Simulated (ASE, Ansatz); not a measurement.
# Convergence of a linear-scaling basis for twisted 1T-TiS2 bilayer, 84.43° (402 atoms)

Aim: test how closely localised support functions follow the reference on twisted 1T-TiS2 bilayer, 84.43° (402 atoms), and at what cost. A setting counts as converged where the r.m.s. difference of forces stays under 1 % of the r.m.s. force.

Calculated with Ansatz 0.2.0; Kohn-Sham DFT, PBEsol, PAW (set soft_2), plane waves.

## Step 1: The structure

The cell holds 402 atoms: 134 Ti and 268 S. Cell: a = 27.912 Å, b = 27.912 Å, c = 20.860 Å, α = 90.0°, β = 90.0°, γ = 120.0°. It derives from TiS2 (1T-TiS2). 1T-TiS2 (a = 3.41 Å) under 1T-TiS2 (a = 3.41 Å), bilayer, commensurate cell of 67 unit cells a layer, twist 84.43 deg; facing planes 3.14 Å apart; 12 Å of vacuum; layers as built, displaced by a Gaussian of 0.01 Å. Regions: layer 1, 201 atoms (67 Ti and 134 S); layer 2, 201 atoms (67 Ti and 134 S). Vacuum lies along c.

What the set-up can't give: The functional has no dispersion term, which matters for the binding between molecules or layers. Beside vacuum, support functions can miss their usual error bounds without a warning. The main run has no spin polarisation, so moments on Ti can't form in it, and no Hubbard term. Sampling is at Γ alone, for a cell whose shortest periodic width is 24 Å.

## Step 2: Plane-wave single point

The first run fixes the reference, at a cutoff of 420 eV.

input.yaml

```yaml
crystal:
  lattice:
    - [27.9121, 0.0, 0.0]
    - [-13.95605, 24.17259, 0.0]
    - [0.0, 0.0, 20.86]
  atoms:
    - { symbol: Ti, position: [0.01424, 0.56712, 0.35577] }
    - { symbol: S, position: [0.06931, 0.64592, 0.4247] }
    - { symbol: S, position: [0.0953, 0.59283, 0.28765] }
    - { symbol: Ti, position: [0.0441, 0.70196, 0.35571] }
    - { symbol: S, position: [0.09906, 0.78058, 0.42478] }
    - { symbol: S, position: [0.12387, 0.72657, 0.28787] }
    - { symbol: Ti, position: [0.07452, 0.83598, 0.35657] }
    - { symbol: S, position: [0.12931, 0.91553, 0.42485] }
    - { symbol: S, position: [0.1535, 0.86068, 0.28765] }
    - { symbol: Ti, position: [0.10477, 0.97086, 0.35631] }
    - { symbol: S, position: [0.15881, 0.04956, 0.42472] }
    - { symbol: S, position: [0.1842, 0.99544, 0.28666] }
    - { symbol: Ti, position: [0.00039, 0.9998, 0.35637] }
    - { symbol: S, position: [0.05456, 0.07974, 0.42405] }
    - { symbol: S, position: [0.08011, 0.02541, 0.28741] }
    - { symbol: Ti, position: [0.02965, 0.13373, 0.35602] }
    - { symbol: S, position: [0.08522, 0.21418, 0.42499] }
    - { symbol: S, position: [0.10953, 0.15875, 0.28728] }
    - { symbol: Ti, position: [0.05928, 0.2683, 0.35711] }
    - { symbol: S, position: [0.11389, 0.34809, 0.42485] }
    - { symbol: S, position: [0.13879, 0.29263, 0.28742] }
    - { symbol: Ti, position: [0.0894, 0.40328, 0.3556] }
    - { symbol: S, position: [0.14455, 0.48225, 0.42555] }
    - { symbol: S, position: [0.16906, 0.42779, 0.28715] }
    - { symbol: Ti, position: [0.11997, 0.53745, 0.35593] }
    - { symbol: S, position: [0.17362, 0.61689, 0.42463] }
    - { symbol: S, position: [0.19917, 0.56245, 0.28761] }
    - { symbol: Ti, position: [0.14916, 0.67161, 0.35619] }
    - { symbol: S, position: [0.20373, 0.75106, 0.42442] }
    - { symbol: S, position: [0.22904, 0.69724, 0.28704] }
    - { symbol: Ti, position: [0.17857, 0.80568, 0.35664] }
    - { symbol: S, position: [0.2334, 0.88626, 0.42425] }
    [... 364 atom lines left out ...]
    - { symbol: Ti, position: [0.80781, 0.23766, 0.64304] }
    - { symbol: S, position: [0.88726, 0.29274, 0.71205] }
    - { symbol: S, position: [0.86193, 0.21241, 0.57551] }
    - { symbol: Ti, position: [0.83732, 0.13333, 0.64394] }
    - { symbol: S, position: [0.91604, 0.18743, 0.7126] }
    - { symbol: S, position: [0.89145, 0.10861, 0.57532] }
kpoints:
  mp_grid: { grid: [1, 1, 1] }
hamiltonian:
  xc: pbesol
scf:
  occupations: { method: fermi_dirac, width: 0.05 }
output:
  forces: true
  populations: true
  dos:
    method: { smearing: { sigma: 0.15 } }
    de: 0.1
    projected: { site_lists: { S: [S], Ti: [Ti] } }
  eigenvalues: true
```

The run is started by

```bash
$ ansatz run input.yaml --threads 32 --pin off --max-ram 143360MiB --backend cuda --events-out ev --progress --plain --runs-dir out
```

Numbers of over 12 decimals in the logs are rounded to 6 here.

Log:

```text
Engine: ansatz 0.2.0, aarch64-unknown-linux-gnu
Pseudopotentials: kind: paw
Pseudopotential: Ti, paw, valence charge 12, recommended cutoff 420 eV (normal), Ti.paw.azcp
Pseudopotential: S, paw, valence charge 6, recommended cutoff 420 eV (normal), S.paw.azcp
Functional definition: PBEsol
  exchange = pbesol_x
  correlation = pbesol_c
device memory: the entry about to start is reckoned to put 62.0 GiB on a device that reports 182.5 GiB free
GPU FFT provider: cuFFT
GPU libraries: cuBLAS 13.8.1, cuFFT 12.4.0, cuSOLVER 12.3.2
GPU matrix products: emulated (plane waves: as basis.precision tells), large ones in fixed point in workspaces of 1.00 GiB
Crystal: 402 atoms, lattice volume = 14074.404 Å³
Basis set: ecut = 420 eV, 275055 PW (Γ), exchange–correlation on 384×384×288 points (8 copies of the dense FFT grid, shifted against one another)
Bands: 2010, of which v1, the nominal top of the filled ones, is band 1608 counted from 1 (1607 counted from 0)
Symmetry: 1 space group operations
Space group: P1 (ITA 1), of the structure as read, at distance tolerance 2.4e-4 Å
k-points: 1
Non-local potential: Ti, projectors of the file, l = 0: 3, l = 1: 2, l = 2: 3, l = 3: 1
Non-local potential: S, projectors of the file, l = 0: 2, l = 1: 2, l = 2: 2
PAW form: soft (Blöchl's): semilocal exchange-correlation on the pseudo side does not see the compensation charge
PAW frozen core: Ti, regenerated for the run's functional, and the local potential with it (the file was generated under x = pbe(κ = 0.804, μ = 0.219515), c = pbe(β = 0.066725))
PAW frozen core: S, regenerated for the run's functional, and the local potential with it (the file was generated under x = pbe(κ = 0.804, μ = 0.219515), c = pbe(β = 0.066725))
PAW one-centre angular grid: Ti, 590 points (default); XC on 64 Gauss nodes
PAW one-centre angular grid: S, 110 points (default); XC on 64 Gauss nodes
Initial density: superposition of atomic densities (neutral atoms: chi_scale 0, normalization atom), corrected by the library's trained network
Initial wavefunctions: pseudopotential atomic-orbital guess
GPU buffer pool allocated for 5308416 grid points (all kernels)
GPU transforms: local potential and band sums: pruned to the plane-wave sphere, on 192×192×144
GPU projectors: on the FFT box's points about the atoms, with room for 2978150 of them (16 bands a pass); a geometry past the room, sums that fail their trial, or a want of GPU memory keeps the tables, and a block in half precision can take them where they are the faster
Functional: x = pbesol(κ = 0.804, μ = 0.123457), c = pbesol(β = 0.046)
SCF iter   1: F=—  HF=-569187.447770 eV  |F-HF|=—  |Δ(HF+E_count)|=         —  Δρ=3.47e-3  dr2=2.21e0  ethr=1.77e-3  ⟨swp⟩=6.0  Hψ=7751  notcnv=0
preconditioner: auto → LDOS  [insulator: Δε(μ)=0.655 eV  Ē_g=6.447 eV  σ=0.050 eV  W_gap=0.68  n_scr=2306 (ndim 8)  ℏωp=14.5 eV  f_vac=0.423  D(μ)=120.12/eV (n_scr^D=464)  ε∞_Penn≈6.1  β→1.0]
SCF iter   2: F=—  HF=-569187.394303 eV  |F-HF|=—  |Δ(HF+E_count)|=   5.35e-2  Δρ=1.61e-3  dr2=7.05e-1  ethr=6.87e-5  ⟨swp⟩=2.0  Hψ=4008  notcnv=0  defer=84
SCF iter   3: F=—  HF=-569187.258478 eV  |F-HF|=—  |Δ(HF+E_count)|=   1.36e-1  Δρ=4.58e-4  dr2=8.00e-2  ethr=2.19e-5  ⟨swp⟩=2.0  Hψ=3316  notcnv=0  defer=84
SCF iter   4: F=—  HF=-569187.260635 eV  |F-HF|=—  |Δ(HF+E_count)|=   2.16e-3  Δρ=1.57e-4  dr2=5.61e-3  ethr=2.49e-6  ⟨swp⟩=2.0  Hψ=2997  notcnv=0  defer=84
SCF iter   5: F=—  HF=-569187.243113 eV  |F-HF|=—  |Δ(HF+E_count)|=   1.75e-2  Δρ=3.40e-5  dr2=3.46e-4  ethr=1.74e-7  ⟨swp⟩=2.0  Hψ=2994  notcnv=0  defer=84
SCF iter   6: F=—  HF=-569187.260316 eV  |F-HF|=—  |Δ(HF+E_count)|=   1.72e-2  Δρ=1.03e-5  dr2=3.48e-5  ethr=1.08e-8  ⟨swp⟩=3.0  Hψ=4390  notcnv=0  defer=84
SCF iter   7: F=—  HF=-569187.259794 eV  |F-HF|=—  |Δ(HF+E_count)|=   5.22e-4  Δρ=2.81e-6  dr2=1.66e-6  ethr=1.08e-9  ⟨swp⟩=2.0  Hψ=2730  notcnv=0  defer=84
SCF iter   8: F=—  HF=-569187.259797 eV  |F-HF|=—  |Δ(HF+E_count)|=   2.90e-6  Δρ=9.58e-7  dr2=2.47e-7  ethr=5.17e-11  ⟨swp⟩=2.0  Hψ=3081  notcnv=0  defer=84
SCF iter   9: F=-569187.259798 eV  HF=-569187.259798 eV  |F-HF|=2.68e-8  |Δ(HF+E_count)|=   6.89e-7  Δρ=2.74e-7  dr2=3.04e-8  ethr=3.11e-12  ⟨swp⟩=10.0  Hψ=5660  notcnv=0
SCF 1 converged in 9 iterations: F = -569187.259798 eV  dr2 = 3.04e-8
  greatest PAW one-centre occupation: 0.999 electrons in one spin orbital (limit 2), on the Ti atom at site 0 (counted from 0), in its partial waves of l = 0
SCF converged after 9 iterations
Free energy (F): -569187.259798 eV
Harris-Foulkes:  -569187.259798 eV  (|F-HF|=2.68e-8)
Internal energy: -569186.355276 eV  (E = F + TS)
E sigma→0 (E₀):  -569186.807537 eV
Entropy (-TS):   -0.904522 eV (-2.250 meV/atom)
Fermi energy:    1.589148 eV
--- Per-component energies (eV) ---
  E_band       = -48553.195906
  E_kinetic    = 64777.138207
  E_local      = -1276290.471402  (includes V_loc(G=0)·N_el)
  E_nonlocal   = 8614.192560
  E_hartree    = 608949.333247
  E_xc         = -38719.183114
  E_vxc        = -39691.045374  (∫ρ·V_xc dr)
  E_paw        = -293371.608250  (= ΣΔE_a)
  E_vpaw       = -23861.742532  (= ΣTr[D̂ρ^β])
  E_aug_tail   = 0.017364  (compensation charges beyond the density's cutoff)
  E_ewald      = 356818.946201
  E_core_change = 35.279911  (= ΣΔE_core)
  E_smearing   = -0.904522  (= −TS)
  E_closure    = -0.000000  (closes the sum)
  Σ components = -569187.259798   (vs F -569187.259798, Δ=0.00e0)
--- Forces (eV/Å), atoms counted from 1 ---
[... 402 lines of forces left out ...]
  max |Σ_I F_I| component: 3.49e-5 eV/Å
--- Band table (eV) ---
[... left out ...]
--- Löwdin populations: 402 sites ---
  site symbol       q [e]
[... 402 lines, one an atom, left out ...]
  spilling = 0.006678 (of n_electrons = 3216.000000)
```

It took 14 s on 1 × NVIDIA GB200 with 32 threads of Arm Neoverse V2, shared host; peak memory 6.9 GiB.

That memory is the host's; the program planned up to 62 GiB on the GPU. Forces of this run were stored rounded, and per-atom blocks of the log weren't kept.

Numbers from this run:

* free energy: -569187.2598 eV
* free energy per atom: -1415.8887 eV/atom
* SCF cycles: 9
* r.m.s. force component: 0.1933 eV/Å
* longest force: 0.7315 eV/Å
* Fermi energy: 1.589 eV
* levels partly filled by over 2 per cent: 16
* spilling of the projection: 0.006678

Length of the force by element:

| element | coordination | atoms | mean length of the force (eV/Å) | spread | least | most |
| --- | --- | --- | --- | --- | --- | --- |
| S | all | 268 | 0.377 | 0.0994 | 0.107 | 0.732 |
| Ti | all | 134 | 0.165 | 0.0669 | 0.0533 | 0.364 |

Löwdin charges by element (they lack the spilled electrons, 0.053 e an atom on average):

| element | coordination | atoms | mean charge (e) | spread | least | most |
| --- | --- | --- | --- | --- | --- | --- |
| S | all | 268 | -0.301 | 0.0055 | -0.317 | -0.284 |
| Ti | all | 134 | 0.763 | 0.0035 | 0.753 | 0.77 |

By region:

| region | atoms | mean length of the force (eV/Å) |
| --- | --- | --- |
| layer 1 | 201 | 0.3 |
| layer 2 | 201 | 0.313 |

Density of states as counts of states in windows of 0.5 eV (from the Fermi level), total and some projections:

| from (eV) | to (eV) | total | S p | Ti d |
| --- | --- | --- | --- | --- |
| -10 | -5.5 | 0.0 | 0.0 | 0.0 |
| -5.5 | -5 | 35.4 | 23.7 | 6.4 |
| -5 | -4.5 | 91.0 | 63.1 | 16.3 |
| -4.5 | -4 | 214.4 | 162.8 | 35.2 |
| -4 | -3.5 | 177.1 | 129.3 | 31.2 |
| -3.5 | -3 | 137.5 | 96.8 | 34.5 |
| -3 | -2.5 | 342.6 | 222.1 | 108.7 |
| -2.5 | -2 | 191.1 | 137.4 | 43.4 |
| -2 | -1.5 | 145.5 | 123.3 | 15.7 |
| -1.5 | -1 | 190.4 | 156.4 | 27.4 |
| -1 | -0.5 | 67.1 | 56.5 | 9.0 |
| -0.5 | 0 | 13.9 | 8.9 | 4.6 |
| 0 | 0.5 | 90.1 | 19.6 | 66.3 |
| 0.5 | 1 | 157.9 | 26.1 | 125.9 |

Between -26 and -10 eV lie 536 more states.

The stored curve holds about 2142 of the 3216 electrons; the rest, give or take the few that broadening carries across the Fermi level, lie in deeper levels below its range.

Not all projections were asked for or kept, so they needn't add up to the total.

The levels nearest the highest filled one (over half full), pooled over k-points and spins:

| level less the highest filled one (eV) | occupation |
| --- | --- |
| -0.0063 | 2 |
| -0.0058 | 2 |
| -0.0049 | 2 |
| -0.0041 | 2 |
| -6.0e-4 | 2 |
| 0 | 2 |
| 0.647 | 0.769 |
| 0.648 | 0.756 |
| 0.651 | 0.733 |
| 0.652 | 0.722 |
| 0.686 | 0.447 |
| 0.686 | 0.441 |

Mean Löwdin charges: S -0.30, Ti +0.76 e (they miss 0.67 % of the electrons, so they add up to more than the cell's charge).

## Step 3: Distances and neighbours

Bonds and neighbours are counted at the geometry of the runs.

Normalised to the volume that the atoms fill. g(r), total and by pair (bins of 0.2 Å):

| r (Å) | total | S-S | S-Ti | Ti-Ti |
| --- | --- | --- | --- | --- |
| 2.30 | 0.04 | 0.00 | 0.10 | 0.00 |
| 2.50 | 4.89 | 0.00 | 11.00 | 0.00 |
| 2.70 | 0.00 | 0.00 | 0.00 | 0.00 |
| 2.90 | 0.00 | 0.00 | 0.00 | 0.00 |
| 3.10 | 0.03 | 0.06 | 0.00 | 0.00 |
| 3.30 | 1.07 | 1.66 | 0.00 | 3.04 |
| 3.50 | 4.06 | 7.08 | 0.00 | 8.25 |
| 3.70 | 0.08 | 0.18 | 0.00 | 0.00 |
| 3.90 | 0.08 | 0.18 | 0.00 | 0.00 |
| 4.10 | 1.40 | 0.18 | 2.97 | 0.00 |
| 4.30 | 0.41 | 0.15 | 0.77 | 0.00 |
| 4.50 | 0.10 | 0.18 | 0.05 | 0.00 |
| 4.70 | 0.18 | 0.12 | 0.29 | 0.00 |
| 4.90 | 0.80 | 1.52 | 0.28 | 0.00 |
| 5.10 | 0.19 | 0.14 | 0.28 | 0.00 |
| 5.30 | 1.09 | 0.13 | 2.31 | 0.00 |
| 5.50 | 1.24 | 0.11 | 2.68 | 0.00 |
| 5.70 | 0.17 | 0.14 | 0.24 | 0.00 |
| 5.90 | 2.23 | 3.85 | 0.22 | 3.77 |
| 6.10 | 0.29 | 0.31 | 0.23 | 0.46 |
| 6.30 | 0.29 | 0.34 | 0.21 | 0.40 |
| 6.50 | 0.28 | 0.31 | 0.21 | 0.42 |
| 6.70 | 0.36 | 0.43 | 0.22 | 0.64 |
| 6.90 | 1.12 | 1.59 | 0.19 | 2.97 |
| 7.10 | 0.24 | 0.27 | 0.19 | 0.38 |
| 7.30 | 1.37 | 0.29 | 2.69 | 0.37 |
| 7.50 | 0.32 | 0.29 | 0.35 | 0.35 |
| 7.70 | 0.80 | 1.36 | 0.34 | 0.36 |

Bonds by pair of elements; cutoffs follow the first minimum of g(r), held within bounds set by covalent radii, and pairs that aren't listed don't count as bonded:

| pair A-B | cutoff (Å) | bonds | mean length (Å) | spread (Å) | shortest (Å) | B about A | A about B |
| --- | --- | --- | --- | --- | --- | --- | --- |
| S-Ti | 3.1 | 804 | 2.43 | 0.014 | 2.40 | 3 | 6 |

How many atoms have how many bonded neighbours:

| element | mean | 3 | 6 |
| --- | --- | --- | --- |
| S | 3 | 268 | 0 |
| Ti | 6 | 0 | 134 |

Bond angles, per cent of each kind in bins of 5°:

| angle (°) | S-Ti-S | Ti-S-Ti |
| --- | --- | --- |
| 85–90 | 39.7 | 99.0 |
| 90–95 | 40.3 | 1.0 |
| 95–100 | 0.0 | 0.0 |
| 100–105 | 0.0 | 0.0 |
| 105–110 | 0.0 | 0.0 |
| 110–115 | 0.0 | 0.0 |
| 115–120 | 0.0 | 0.0 |
| 120–125 | 0.0 | 0.0 |
| 125–130 | 0.0 | 0.0 |
| 130–135 | 0.0 | 0.0 |
| 135–140 | 0.0 | 0.0 |
| 140–145 | 0.0 | 0.0 |
| 145–150 | 0.0 | 0.0 |
| 150–155 | 0.0 | 0.0 |
| 155–160 | 0.0 | 0.0 |
| 160–165 | 0.0 | 0.0 |
| 165–170 | 0.0 | 0.0 |
| 170–175 | 0.0 | 0.0 |
| 175–180 | 20.0 | 0.0 |

Bond angles (no mean is given where the spread exceeds 20°):

| angle | count | mean (°) | spread (°) |
| --- | --- | --- | --- |
| S-Ti-S | 2010 | - | - |
| Ti-S-Ti | 804 | 89 | 0.4 |

First main peaks of g(r), for some of the pairs, lie near 3.43 Å (S-S), 2.43 Å (S-Ti) and 3.41 Å (Ti-Ti). With the cutoffs above, all S atoms have 3 and all Ti atoms have 6 bonded neighbours.

The surroundings of S270, which bears the longest force, nearest first, numbered as they follow in the input and with coordinates relative to it.

| atom | x | y | z | distance (Å) | bonds | Löwdin charge (e) | Fx | Fy | Fz (eV/Å) |
| --- | --- | --- | --- | --- | --- | --- | --- | --- | --- |
| S270 | 0.00 | 0.00 | 0.00 | 0.00 | 3 | -0.31 | -0.057 | 0.006 | 0.729 |
| Ti292 | 1.44 | 1.33 | 1.46 | 2.45 | 6 | 0.77 | 0.088 | -0.075 | -0.134 |
| Ti202 | 0.40 | -1.94 | 1.45 | 2.46 | 6 | 0.77 | -0.007 | 0.358 | -0.067 |
| Ti268 | -1.90 | 0.62 | 1.46 | 2.47 | 6 | 0.76 | 0.155 | -0.217 | -0.210 |
| S167 | 0.36 | -0.70 | -3.13 | 3.23 | 3 | -0.29 | 0.056 | 0.046 | -0.341 |
| S273 | 1.03 | 3.23 | 0.01 | 3.39 | 3 | -0.31 | -0.025 | 0.131 | 0.504 |
| S204 | 2.27 | -2.52 | 0.03 | 3.40 | 3 | -0.30 | 0.059 | -0.022 | 0.252 |
| S294 | 3.32 | 0.74 | 0.03 | 3.41 | 3 | -0.30 | 0.045 | -0.065 | 0.341 |

The column of bonds counts only the pairs S-Ti within 3.10 Å; other neighbours, such as metal atoms beside each other in a compound, aren't counted, and periodic images can show an atom twice.

## Step 4: Support functions medium

The cell is solved in localised support functions.

This step: Kohn-Sham DFT, PBEsol, PAW (set soft_2), localised support functions (medium) (Ansatz 0.2.0).

input.yaml, the sections that differ from step 2:

```yaml
scf:
  occupations: { method: fermi_dirac, width: 0.05 }
  eigensolver: { kind: { support_functions: { accuracy: medium } } }
  mixing: { beta: 0.2 }
  max_iter: 150
output:
  forces: true
# crystal, kpoints, hamiltonian: as in step 2
```

Log:

```text
Warning: scf.eigensolver.kind.support_functions: disabling space-group detection — the functions' gradient is summed over unrotated k-points, so no spatial operation reduces the k-mesh or symmetrises the density; time reversal is kept, so that k and −k are solved as one point where they differ and the mesh holds both, and exact exchange and, on two spinor components, a DFT+U term hold to it where the run has them: [...]
settings of this run that can trade accuracy for cost: scf.eigensolver.kind.support_functions [...]
[...]
GPU FFT provider: cuFFT
GPU libraries: cuBLAS 13.8.1, cuFFT 12.4.0, cuSOLVER 12.3.2
[...]
Crystal: 402 atoms, lattice volume = 14074.404 Å³
Basis set: ecut = 420 eV, 275055 PW (Γ), exchange–correlation on 384×384×288 points (8 copies of the dense FFT grid, shifted against one another)
Bands: 1930, of which v1, the nominal top of the filled ones, is band 1608 counted from 1 (1607 counted from 0)
Symmetry: 1 space group operations
k-points: 1
[...]
GPU buffer pool allocated for 5308416 grid points (all kernels)
[...]
SCF iter   1: F=—  HF=-569194.864281 eV  |F-HF|=—  |Δ(HF+E_count)|=         —  Δρ=4.75e-2  dr2=4.33e2  ethr=1.00e-1
[...]
SCF iter  24: F=—  HF=-569187.478289 eV  |F-HF|=—  |Δ(HF+E_count)|=   2.67e-3  Δρ=6.53e-6  dr2=1.06e-5  ethr=5.82e-10  κ⁻¹=2.4e-5(r=7)
SCF iter  25: F=-569187.480290 eV  HF=-569187.479571 eV  |F-HF|=7.19e-4  |Δ(HF+E_count)|=   1.28e-3  Δρ=3.62e-6  dr2=2.72e-6  ethr=3.29e-10
SCF 1 converged in 25 iterations: F = -569187.541446 eV  dr2 = 2.72e-6
[...]
SCF converged after 25 iterations
Stability not checked: this state was not tested for a lower state beside it, because the mixer in use, unlike msr1, does not test its closes by its own steps (another_mixer; see scf.mixing.algorithm and scf.lower_state_search)
Free energy (F): -569187.541446 eV
[...]
Internal energy: -569186.637070 eV  (E = F + TS)
E sigma→0 (E₀):  -569187.089258 eV
Entropy (-TS):   -0.904377 eV (-2.250 meV/atom)
Fermi energy:    1.589714 eV
[...]
Σ components = -569187.541446   (vs F -569187.541446, Δ=0.00e0)
--- Forces (eV/Å), atoms counted from 1 ---
[... 402 lines of forces left out ...]
  max |Σ_I F_I| component: 1.49e-2 eV/Å
--- Band table (eV) ---
[... left out ...]
  guard bands above this table: 269 of the run's 1930 bands (output.publish_guard_bands: true publishes all)
```

Elapsed: 18 s, on 1 × NVIDIA GB200 with 32 threads; peak memory 3.1 GiB.

That memory is the host's; the program planned up to 16.9 GiB on the GPU.

The program notes that the band table was not solved further than the SCF left it and it switched symmetry off. Further notices: vacuum switching off with vacuum.

Keys that differ from the reference: support_functions.accuracy = "medium", scf.max_iter = 150 and scf.mixing.beta = 0.2.

Forces differ from the reference by 0.37 meV/Å r.m.s., 0.19 % of their size, well within a tolerance of 1 %; the energy by -0.70 meV/atom. The two runs also began from different starting densities, which bears on cycles and time.

## Step 5: What each setting buys

Each row is set against the plane-wave reference (Kohn-Sham DFT, PBEsol, PAW (set soft_2), plane waves; r.m.s. force component 0.193 eV/Å). Energies are set beside the reference only for runs with its functional, potentials and electron count. Times are for 1 × NVIDIA GB200 with 32 threads of Arm Neoverse V2, shared host. The reference's time includes the DOS, which some other runs skip.

| run | Δ force, r.m.s. (meV/Å) | share of r.m.s. force (%) | Δ energy (meV/atom) | cycles | time | host memory (GiB) | planned on the GPU (GiB) |
| --- | --- | --- | --- | --- | --- | --- | --- |
| reference | - | - | - | 9 | 14 s | 6.9 | 62 |
| support functions medium | 0.371 | 0.192 | -0.701 | 25 | 18 s | 3.1 | 17 |

## Step 6: Summary of results

| Item | Value |
| --- | --- |
| free energy per atom | -1415.8887 eV/atom |
| r.m.s. force component | 0.1933 eV/Å |
| wall time of the 2 DFT runs | 31 s |

**Reading.** Against plane waves at 420 eV, the forces differ by 0.37 meV/Å (0.19 %) with support functions medium. At 402 atoms the run with support functions medium takes roughly 1.3 times the time of plane waves (whose run also made extra analyses, so the like-for-like ratio is larger), in 25 SCF cycles against 9. Differences between support functions and plane waves include what basis error the plane-wave run still has.

Levels near the Fermi energy are neither full nor empty under the smearing, so no gap is quoted. With the cutoffs above, all S atoms have 3 and all Ti atoms have 6 bonded neighbours.

Caveats: The geometry was built by rule, was displaced at random and isn't relaxed at this level: its force components are 0.19 eV/Å r.m.s.

[Logs are printed without paths, hosts, clocks, repeated set-up lines and the standing remarks that a program may print on its own settings, such as how far it seeks lower states.]

[Hosts, paths, dates, database ids (printed as entryN), source tags and the programs' standing remarks are cut or masked in the printed files.]
